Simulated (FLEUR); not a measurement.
# Gd (Gadolinium): which magnetic order is lowest, part 2 of 2

Aim: find out whether Gd (Gadolinium) carries moments, and which collinear order costs least.

FLEUR MaX-R8.1; PBE with U = 6 eV on Gd f; all-electron FLAPW, Dirac cores, scalar-relativistic bands.

So far, largest spin moment in the muffin-tin sphere (μB): step 2 (start 1: ferro ++) 7.38; step 3 (order 2, typed as antiferro +-) 7.32; step 4 (run 3 (antiferro q=(0,0,1/2) +-+-)) 7.37; step 5 (start 4: antiferro q=(0,1/2,0) +-+-) 7.33; step 6 (run 5 (antiferro q=(0,1/2,0) +--+)) 7.26.

### Step 7. Start 6: no spin polarisation

A spinless run shows what the cell costs with no moments; under a U that can hold a penalty on part-filled orbitals beside the lost exchange.

The k list default-1 (kpts.xml, not shown) is a Γ-centred 10×10×6 mesh.

inp.xml reads:

```
<?xml version="1.0" encoding="UTF-8" standalone="no"?>
<fleurInput fleurInputVersion="0.39">
   <comment>
      Gd
   </comment>
   <calculationSetup>
      <cutoffs Kmax="3.6" Gmax="10.8" GmaxXC="10.8" numbands="0"/>
      <scfLoop itmax="120" minDistance="0.0001" maxIterBroyd="15" imix="Anderson" alpha="0.05" precondParam="0.0" spinf="2.0" sdNocoIR="T"/>
      <coreElectrons ctail="T" frcor="F" kcrel="0" coretail_lmax="0"/>
      <xcFunctional name="pbe" relativisticCorrections="F"/>
      <magnetism jspins="1"/>
      <soc l_soc="F" theta="0.0" phi="0.0" spav="F"/>
      <expertModes spex="0" secvar="F"/>
      <geometryOptimization l_f="F" forcealpha="1.0" forcemix="BFGS" epsdisp="0.00001" epsforce="0.00001"/>
      <ldaU l_linMix="F" mixParam="0.05" spinf="1.0"/>
   </calculationSetup>
   <cell>
      <bzIntegration valenceElectrons="36.0" mode="hist" fermiSmearingEnergy="0.00183747">
         <kPointListSelection listName="default-1"/>
         <xi:include xmlns:xi="http://www.w3.org/2001/XInclude" href="kpts.xml"> </xi:include>
      </bzIntegration>
      <xi:include xmlns:xi="http://www.w3.org/2001/XInclude" href="sym.xml"> </xi:include>
      <bulkLattice scale="1.0">
         <bravaisMatrix>
            <row-1>    6.8710441890833946    -0.0000000000188973     0.0000000000000000</row-1>
            <row-2>   -3.4355220945416973     5.9504988182763174     0.0000000000000000</row-2>
            <row-3>    0.0000000000000000     0.0000000000000000    10.9275302881119600</row-3>
         </bravaisMatrix>
      </bulkLattice>
   </cell>
   <atomSpecies>
      <species name="Gadolinium (Gd)" element="Gd" atomicNumber="64">
         <mtSphere radius="2.8" gridPoints="925" logIncrement="0.014"/>
         <atomicCutoffs lmax="10" lnonsphr="8"/>
         <electronConfig flipSpins="F">
            <coreConfig>(1s1/2) (2s1/2) (2p1/2) (2p3/2) (3s1/2) (3p1/2) (3p3/2) (4s1/2) (3d3/2) (3d5/2) (4p1/2) (4p3/2) (4d3/2) (4d5/2)</coreConfig>
            <valenceConfig>(5s1/2) (5p1/2) (5p3/2) (6s1/2) (4f5/2) (4f7/2) (5d3/2) (5d5/2)</valenceConfig>
            <stateOccupation state="(4f5/2)" spinUp="1.500000" spinDown="1.500000"/>
            <stateOccupation state="(4f7/2)" spinUp="2.000000" spinDown="2.000000"/>
            <stateOccupation state="(5d3/2)" spinUp="0.200000" spinDown="0.200000"/>
            <stateOccupation state="(5d5/2)" spinUp="0.300000" spinDown="0.300000"/>
         </electronConfig>
         <energyParameters s="6" p="6" d="5" f="4"/>
         <ldaU l="3" U="6.0" J="0.0" l_amf="F"/>
         <lo type="SCLO" l="0" n="5" eDeriv="0"/>
         <lo type="SCLO" l="1" n="5" eDeriv="0"/>
      </species>
   </atomSpecies>
   <atomGroups>
      <atomGroup species="Gadolinium (Gd)">
         <relPos label="                   1">1.000/3.000 -1.000/3.000 1.000/4.000</relPos>
         <relPos label="                   2">-1.000/3.000 1.000/3.000 -1.000/4.000</relPos>
         <force calculate="T" relaxXYZ="TTT"/>
      </atomGroup>
   </atomGroups>
   <output dos="F" band="F" slice="F">
      <bandDOS minEnergy="-.5*Htr" maxEnergy="0.5*Htr" sigma="0.015" storeEVData="T"/>
      <plotting iplot="0" polar="F">
         <plot TwoD="T" vec1="  1.0  0.0  0.0" vec2="  0.0  1.0  0.0" vec3="  0.0  0.0  1.0" zero="  0.0  0.0  0.0" file="plot"/>
      </plotting>
      <moessbauerParams electricFieldGradient="F" isomerShift="F" coreHyperfine="F" valenceHyperfine="F"/>
   </output>
</fleurInput>
```

crystal.txt reads:

```
Gd
&input film=F cartesian=F /
3.63600000002  -0.00000000001  0.00000000000
-1.81800000001  3.14886836818  0.00000000000
0.00000000000  0.00000000000  5.78260000000
1.8897261246
1.0 1.0 1.0

2
64 0.33333333333  0.66666666667  0.25000000000
64 0.66666666667  0.33333333333  0.75000000000

&kpt div1=10 div2=10 div3=6 gamma=T /
```

Launch:

```sh
> OMP_NUM_THREADS=1 inpgen -f crystal.txt > inpgen.log  # inp.xml is then edited as shown
> OMP_NUM_THREADS=1 mpirun -n 4 fleur_MPI > fleur.log
```

The job ended after 80 s (4 MPI ranks of Intel Xeon Platinum 8259CL at 2.50GHz (Skylake/Cascade Lake), shared host; peak memory 0.23 GiB).

Numbers from this step:

| Quantity | Value |
| --- | --- |
| free energy | -613897.7938 eV |
| program's band gap on this mesh (in a metal only a level spacing) | 0.004472 eV |
| final state | non-magnetic (no spin polarisation) |

It lies 10659 meV a seeded atom over the first start.

### Step 8. The states side by side

Free energies are divided by the number of seeded atoms, so that cells of unlike size compare. Wavevectors q in the names are fractions of the primitive cell's reciprocal vectors.

Orders:

```
                     start        final state  typed order kept  energy over the lowest (meV a seeded atom)  largest sphere moment (μB)  net moment (μB a primitive cell)  mesh matched  CPU time (s)
                  ferro ++      ferromagnetic               yes                                           0                       7.377                             15.55           yes         221.4
              antiferro +-  antiferromagnetic               yes                                       40.72                       7.318                                 0           yes         413.8
antiferro q=(0,0,1/2) +-+-  antiferromagnetic               yes                                        22.5                       7.368                                 0           yes         856.1
antiferro q=(0,1/2,0) +-+-  antiferromagnetic               yes                                       48.78                        7.33                                 0           yes          2109
antiferro q=(0,1/2,0) +--+  antiferromagnetic               yes                                       67.06                       7.258                                 0           yes          1971
      no spin polarisation       non-magnetic                 -                                       10659                           0                                 0           yes         320.6
```

### Step 9. What came out

* lowest state found: ferromagnetic (typed ferro ++)
* largest site spin moment: 7.38 μB
* next finished state: antiferromagnetic, 22.5 meV a seeded atom higher
* spinless run over the lowest (under a U no clean measure of the moments): 10659 meV a seeded atom

In words: The lowest state found is ferromagnetic, reached from the start ferro ++, with moments up to 7.38 μB. The next finished state costs 22 meV a seeded atom. Under a U a spinless run can be left with part-filled orbitals, which the U penalises, or fall into a low-spin state, so its energy is no clean measure of what the moments gain. This is the lowest of 6 finished starts, no proof of the ground state. The f shell is half filled, so the spin-only picture is fair.

[Logs and program files are shortened in this print: banners, set-up blocks, solver, clock and traceback lines can be left out without a mark of their own.]

[Logs are printed without paths, hosts, clocks, repeated set-up lines and the standing remarks that a program may print on its own settings, such as how far it seeks lower states.]

[Hosts, paths, dates, database ids (printed as entryN), source tags and the programs' standing remarks are cut or masked in the printed files.]

[Where a cell is said to come from a database of computed structures, the database is the Materials Project.]
